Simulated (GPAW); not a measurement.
## P (honeycomb multilayer): sheet polarisability

Aim: the sheet polarisability of P (honeycomb multilayer), with and without local fields.

Method: LDA and many-body steps on it, plane waves, in GPAW 26.7.0.

**1. Set-up**

The cell holds 4 atoms: 4 P. Its edges and angles: a = 3.220 Å, b = 3.220 Å, c = 16.800 Å, α = 90.0°, β = 90.0°, γ = 120.0°. Vacuum lies along c.

Coordinates:

```xyz
4
Lattice="3.2202 0.0000 0.0000 -1.6101 2.7888 0.0000 0.0000 0.0000 16.8000" Properties=species:S:1:pos:R:3
P     0.0000    1.8592    6.4000
P     1.6101    0.9296    5.1579
P     1.6101    0.9296   11.6421
P     0.0000    1.8592   10.4000
```

The structure was relaxed with LDA. The runs that relaxed it are not among those shown.

**2. Empty states on the mesh, 18×18×1 mesh, 70 bands**

This step: GPAW 26.7.0; DFT, LDA, plane waves, PAW.

The sums over transitions need many empty states on a uniform mesh; this step solves for them.

Input file run.py:

```python
import json
import numpy as np
from gpaw.mpi import world
from gpaw import GPAW

calc = GPAW('gs.gpw').fixed_density(kpts={'size': (18, 18, 1), 'gamma': True},
    nbands=81,
    convergence={'bands': 70},
    txt='nscf.txt')
calc.write('full.gpw', mode='all')
res = {}
kpts = calc.get_ibz_k_points()
res['kpts'] = kpts
res['eigenvalues'] = [calc.get_eigenvalues(kpt=k) for k in range(len(kpts))]
res['n_electrons'] = calc.get_number_of_electrons()

if world.rank == 0:
    with open('result.json', 'w') as f:
        json.dump(res, f, default=lambda x: x.tolist())
```

The run is started by

```sh
$ mpirun -n 12 gpaw python run.py
```

Numbers of over 12 decimals in the logs are rounded to 6 here.

Output:

```text
Diagonalizing LCAO Hamiltonian
Converting LCAO to pw mode
convergence criteria:
- Maximum integral of absolute [eigenst]ate change: 4e-08 eV^2 / valence electron
maximum number of iterations: 100

SCF iterations
|iter     |     time |      energy | eigst |  dens |
|iter:   1|  |             | +3.88 |       |
|iter:   2|  |             | +2.61 |       |
|iter:   3|  |             | +1.56 |       |
[...]
|iter:  13|  |             | -6.85 |       |
|iter:  14|  |             | -7.26 |       |
|iter:  15|  |             | -7.72c|       |
SCF steps: 15
  __  _  _
 | _ |_)|_||  |
 |__||  | ||/\| - 26.7.0

Input parameters:
  mode=PW(ecut=450.000000),
  convergence={'bands': 70},
  gpts=array([16, 16, 84]),
  kpts=MonkhorstPack(size=(18, 18, 1), gamma=True),
  maxiter=100,
  nbands=81,
  occupations=Occupations(name='fermi-dirac', width=0.001, fixmagmom=False),
  parallel={},
  xc=XC(name='LDA')
# Writing to full.gpw (mode='all')
  [... matrices ...]

timing:  # [seconds]
  Total: 0.107  # ━━━━━━━━━━━━━━━━━━━━━━━━━━━━━━━━━━━━━━━━━━━━━━━━━━━━━━━━━━━
```

The job ended after 19 s (12 MPI ranks of Arm Neoverse V2, shared host; peak memory 2.1 GiB).

Numbers from this step:

| Property | Result |
| --- | --- |
| gap | 1.454 eV |
| k of the valence top | 0.3333, -0.1667, 0 |
| k of the conduction bottom | 0.3333, 0, 0 |
| least direct gap | 1.767 eV |
| k points computed | 37 |
| lowest point of the top converged band, above the valence top | 27.57 eV |

On this mesh the gap is 1.454 eV.

**3. RPA response**

The response function is computed on a frequency grid, with local fields up to the given cutoff.

This step: linear response, RPA, on LDA, plane waves, PAW.

Input file run.py:

```python
import json
import numpy as np
from gpaw.mpi import world
from gpaw.response.df import DielectricFunction

df = DielectricFunction('full.gpw',
    ecut=50,
    nbands=70,
    eta=0.2,
    frequencies={'type': 'nonlinear', 'domega0': 0.05, 'omega2': 10.0},
    intraband=False,
    truncation='2D',
    txt='df.txt')
res = {'optical': {}, 'eels': []}
for d in 'x':
    y0, y = df.get_polarizability(direction=d, xc='RPA', filename=None)
    res['optical'][d] = [y0.real, y0.imag, y.real, y.imag]
res['w'] = df.get_frequencies()
for q_c in [[0.0555555556, 0, 0], [0.2222222222, 0, 0], [0.5, 0, 0], [0.7777777778, 0, 0], [1.2222222222, 0, 0]]:
    res['eels'].append(df.get_eels_spectrum(q_c=q_c, xc='RPA', filename=None))

if world.rank == 0:
    with open('result.json', 'w') as f:
        json.dump(res, f, default=lambda x: x.tolist())
```

The run is started by

```sh
$ mpirun -n 12 gpaw python run.py
```

Output:

```text
Using integrator: PointIntegrator
NonLinearFrequencyDescriptor(from 0.000 to 44.089 eV, 313 points)
Nonperiodic BCs:  [False False  True]
Using integrator: PointIntegrator
NonLinearFrequencyDescriptor(from 0.000 to 44.089 eV, 313 points)
Nonperiodic BCs:  [False False  True]

Calculating chi0 body with:
    Ground state adapter containing:
    Number of spins: 1
    Number of kpoints: 324
    Number of irreducible kpoints: 37
    Number of completely occupied states: 10
    Number of partially occupied states: 10
    Occupied states memory: 3.28125 M / cpu

    Linear response parametrization:
    q_c: [0.0, 0.0, 0.0]
    Number of frequency points: 313
    Planewave cutoff: 50.0
    Number of bands: 70
    Number of planewaves: 109
    Broadening (eta): 0.2
    comm.size: 12
    kncomm.size: 12
    blockcomm.size: 1

    Memory estimate of potentially large arrays:
        chi0_wGG: 56.743668 M / cpu
Integrating chi0 body.

Symmetries of q_c:
    Direct symmetries (Uq -> q): 12
    Indirect symmetries (TUq -> q): 12
In total 24 allowed symmetries.

  [... matrices ...]
37 groups of equivalent kpoints. 88.580247% reduction.

Integral kind: spectral function

Calculating chi0 optical extensions with:
    Ground state adapter containing:
    Number of spins: 1
    Number of kpoints: 324
    Number of irreducible kpoints: 37
    Number of completely occupied states: 10
    Number of partially occupied states: 10
    Occupied states memory: 3.28125 M / cpu

    Linear response parametrization:
    Number of frequency points: 313
    Planewave cutoff: 50.0
    Number of bands: 70
    Number of planewaves: 109
    Broadening (eta): 0.2
Integrating chi0 head and wings.

Symmetries of q_c:
    Direct symmetries (Uq -> q): 12
    Indirect symmetries (TUq -> q): 12
In total 24 allowed symmetries.

  [... matrices ...]
37 groups of equivalent kpoints. 88.580247% reduction.

Integral kind: spectral function wings

Calculating chi0 body with:
    Ground state adapter containing:
    Number of spins: 1
    Number of kpoints: 324
    Number of irreducible kpoints: 37
    Number of completely occupied states: 10
    Number of partially occupied states: 10
    Occupied states memory: 3.28125 M / cpu

    Linear response parametrization:
    q_c: [0.0555555556, 0.0, 0.0]
    Number of frequency points: 313
    Planewave cutoff: 50.0
    Number of bands: 70
    Number of planewaves: 109
    Broadening (eta): 0.2
    comm.size: 12
    kncomm.size: 12
    blockcomm.size: 1

    Memory estimate of potentially large arrays:
        chi0_wGG: 56.743668 M / cpu
Integrating chi0 body.

Symmetries of q_c:
    Direct symmetries (Uq -> q): 4
    Indirect symmetries (TUq -> q): 0
In total 4 allowed symmetries.

  [... matrices ...]
171 groups of equivalent kpoints. 47.222222% reduction.

Integral kind: spectral function

[... 4 further calls ...]
```

The job ended after 19 s (12 MPI ranks; peak memory 4.6 GiB).

Numbers from this step:

* static polarisability of the sheet (Å): 7.947
* the same without local fields: 9.003

The static value is 7.95.

RPA, broadening 0.2 eV. Table of Im polarisability of the sheet by photon energy; read off at these points:

```
photon energy (eV)  xx, no local fields (Å)  xx, local fields (Å)
               0.0                        0                     0
               1.0                    0.302                 0.249
               2.0                     2.18                  1.75
               3.0                     6.92                  5.26
               4.0                     20.9                  18.4
               4.2                     22.5                  19.9
               5.0                     10.3                  9.64
               6.0                     6.77                  6.21
               7.0                     4.36                  4.72
               8.0                     2.28                  2.61
               9.0                     1.42                  1.53
              10.0                    0.988                  1.02
              11.0                    0.730                 0.760
              12.0                    0.543                 0.618
              13.0                    0.383                 0.452
              14.0                    0.293                 0.353
              15.0                    0.250                 0.300
              16.0                    0.200                 0.248
              17.0                    0.162                 0.207
              18.0                    0.132                 0.177
              19.0                    0.106                 0.175
              20.0                   0.0739                 0.160
              21.0                   0.0699                 0.135
              22.0                   0.0579                 0.118
              23.0                   0.0496                0.0921
              24.0                   0.0414                0.0783
              25.0                   0.0340                0.0623
              26.0                   0.0324                0.0576
              27.0                   0.0248                0.0461
              28.0                   0.0205                0.0374
              29.0                   0.0188                0.0338
              30.0                   0.0152                0.0279
              31.0                   0.0124                0.0192
              32.0                   0.0107                0.0143
              33.0                   0.0102                0.0113
              34.0                  0.00876               0.00848
              35.0                  0.00798               0.00708
              36.0                  0.00809               0.00692
              37.0                  0.00577               0.00519
              38.0                  0.00478               0.00449
              39.0                  0.00415               0.00407
```

**4. RPA response, local-field cutoff (18×18×1 mesh, 70 bands, screening to 100 eV, broadening 0.2 eV)**

Edit run.py of step 3 so:

```diff
@@ -6,3 +6,3 @@
 df = DielectricFunction('full.gpw',
-    ecut=50,
+    ecut=100,
     nbands=70,
@@ -18,3 +18,3 @@
 res['w'] = df.get_frequencies()
-for q_c in [[0.0555555556, 0, 0], [0.2222222222, 0, 0], [0.5, 0, 0], [0.7777777778, 0, 0], [1.2222222222, 0, 0]]:
+for q_c in [[0.5, 0, 0]]:
     res['eels'].append(df.get_eels_spectrum(q_c=q_c, xc='RPA', filename=None))
```

The run is started by

```sh
$ mpirun -n 12 gpaw python run.py
```

Output:

```text
Using integrator: PointIntegrator
NonLinearFrequencyDescriptor(from 0.000 to 44.089 eV, 313 points)
Nonperiodic BCs:  [False False  True]
Using integrator: PointIntegrator
NonLinearFrequencyDescriptor(from 0.000 to 44.089 eV, 313 points)
Nonperiodic BCs:  [False False  True]

Calculating chi0 body with:
    Ground state adapter containing:
    Number of spins: 1
    Number of kpoints: 324
    Number of irreducible kpoints: 37
    Number of completely occupied states: 10
    Number of partially occupied states: 10
    Occupied states memory: 3.28125 M / cpu

    Linear response parametrization:
    q_c: [0.0, 0.0, 0.0]
    Number of frequency points: 313
    Planewave cutoff: 100.0
    Number of bands: 70
    Number of planewaves: 357
    Broadening (eta): 0.2
    comm.size: 12
    kncomm.size: 12
    blockcomm.size: 1

    Memory estimate of potentially large arrays:
        chi0_wGG: 608.696548 M / cpu
Integrating chi0 body.

Symmetries of q_c:
    Direct symmetries (Uq -> q): 12
    Indirect symmetries (TUq -> q): 12
In total 24 allowed symmetries.

  [... matrices ...]
37 groups of equivalent kpoints. 88.580247% reduction.

Integral kind: spectral function

Calculating chi0 optical extensions with:
    Ground state adapter containing:
    Number of spins: 1
    Number of kpoints: 324
    Number of irreducible kpoints: 37
    Number of completely occupied states: 10
    Number of partially occupied states: 10
    Occupied states memory: 3.28125 M / cpu

    Linear response parametrization:
    Number of frequency points: 313
    Planewave cutoff: 100.0
    Number of bands: 70
    Number of planewaves: 357
    Broadening (eta): 0.2
Integrating chi0 head and wings.

Symmetries of q_c:
    Direct symmetries (Uq -> q): 12
    Indirect symmetries (TUq -> q): 12
In total 24 allowed symmetries.

  [... matrices ...]
37 groups of equivalent kpoints. 88.580247% reduction.

Integral kind: spectral function wings

Calculating chi0 body with:
    Ground state adapter containing:
    Number of spins: 1
    Number of kpoints: 324
    Number of irreducible kpoints: 37
    Number of completely occupied states: 10
    Number of partially occupied states: 10
    Occupied states memory: 3.28125 M / cpu

    Linear response parametrization:
    q_c: [0.5, 0.0, 0.0]
    Number of frequency points: 313
    Planewave cutoff: 100.0
    Number of bands: 70
    Number of planewaves: 334
    Broadening (eta): 0.2
    comm.size: 12
    kncomm.size: 12
    blockcomm.size: 1

    Memory estimate of potentially large arrays:
        chi0_wGG: 532.791565 M / cpu
Integrating chi0 body.

Symmetries of q_c:
    Direct symmetries (Uq -> q): 4
    Indirect symmetries (TUq -> q): 4
In total 8 allowed symmetries.

  [... matrices ...]
91 groups of equivalent kpoints. 71.913580% reduction.

Integral kind: spectral function
```

Elapsed: 21 s, on 12 MPI ranks; peak memory 17 GiB.

This step gave:

* static polarisability of the sheet (Å): 7.633
* the same without local fields: 9.003

The static value is 7.63.

**5. RPA response, fewer bands (18×18×1 mesh, 15 bands, screening to 50 eV, broadening 0.2 eV)**

Edit run.py of step 4 so:

```diff
@@ -6,4 +6,4 @@
 df = DielectricFunction('full.gpw',
-    ecut=100,
-    nbands=70,
+    ecut=50,
+    nbands=15,
     eta=0.2,
@@ -18,3 +18,3 @@
 res['w'] = df.get_frequencies()
-for q_c in [[0.5, 0, 0]]:
+for q_c in []:
     res['eels'].append(df.get_eels_spectrum(q_c=q_c, xc='RPA', filename=None))
```

The run is started by

```sh
$ mpirun -n 12 gpaw python run.py
```

Output:

```text
Using integrator: PointIntegrator
NonLinearFrequencyDescriptor(from 0.000 to 20.719 eV, 224 points)
Nonperiodic BCs:  [False False  True]
Using integrator: PointIntegrator
NonLinearFrequencyDescriptor(from 0.000 to 20.719 eV, 224 points)
Nonperiodic BCs:  [False False  True]

Calculating chi0 body with:
    Ground state adapter containing:
    Number of spins: 1
    Number of kpoints: 324
    Number of irreducible kpoints: 37
    Number of completely occupied states: 10
    Number of partially occupied states: 10
    Occupied states memory: 3.28125 M / cpu

    Linear response parametrization:
    q_c: [0.0, 0.0, 0.0]
    Number of frequency points: 224
    Planewave cutoff: 50.0
    Number of bands: 15
    Number of planewaves: 109
    Broadening (eta): 0.2
    comm.size: 12
    kncomm.size: 12
    blockcomm.size: 1

    Memory estimate of potentially large arrays:
        chi0_wGG: 40.60888671875 M / cpu
Integrating chi0 body.

Symmetries of q_c:
    Direct symmetries (Uq -> q): 12
    Indirect symmetries (TUq -> q): 12
In total 24 allowed symmetries.

  [... matrices ...]
37 groups of equivalent kpoints. 88.580247% reduction.

Integral kind: spectral function

Calculating chi0 optical extensions with:
    Ground state adapter containing:
    Number of spins: 1
    Number of kpoints: 324
    Number of irreducible kpoints: 37
    Number of completely occupied states: 10
    Number of partially occupied states: 10
    Occupied states memory: 3.28125 M / cpu

    Linear response parametrization:
    Number of frequency points: 224
    Planewave cutoff: 50.0
    Number of bands: 15
    Number of planewaves: 109
    Broadening (eta): 0.2
Integrating chi0 head and wings.

Symmetries of q_c:
    Direct symmetries (Uq -> q): 12
    Indirect symmetries (TUq -> q): 12
In total 24 allowed symmetries.

  [... matrices ...]
37 groups of equivalent kpoints. 88.580247% reduction.

Integral kind: spectral function wings
```

Elapsed: 3 s, on 12 MPI ranks; peak memory 2.2 GiB; 34 s of CPU time.

This step gave:

```yaml
static_polarisability_of_the_sheet_a: 7.337
the_same_without_local_fields: 8.225
```

[end of part 1 of 2]

[Paths, hosts, dates, memory and timing lines, banners, echoed tables and standing remarks are left out of the program output.]

[Logs are printed without paths, hosts, clocks, repeated set-up lines and the standing remarks that a program may print on its own settings, such as how far it seeks lower states.]

[Runs of the session that timed out or met a known fault of the program may be left out.]

[Hosts, paths, dates, database ids (printed as entryN), source tags and the programs' standing remarks are cut or masked in the printed files.]
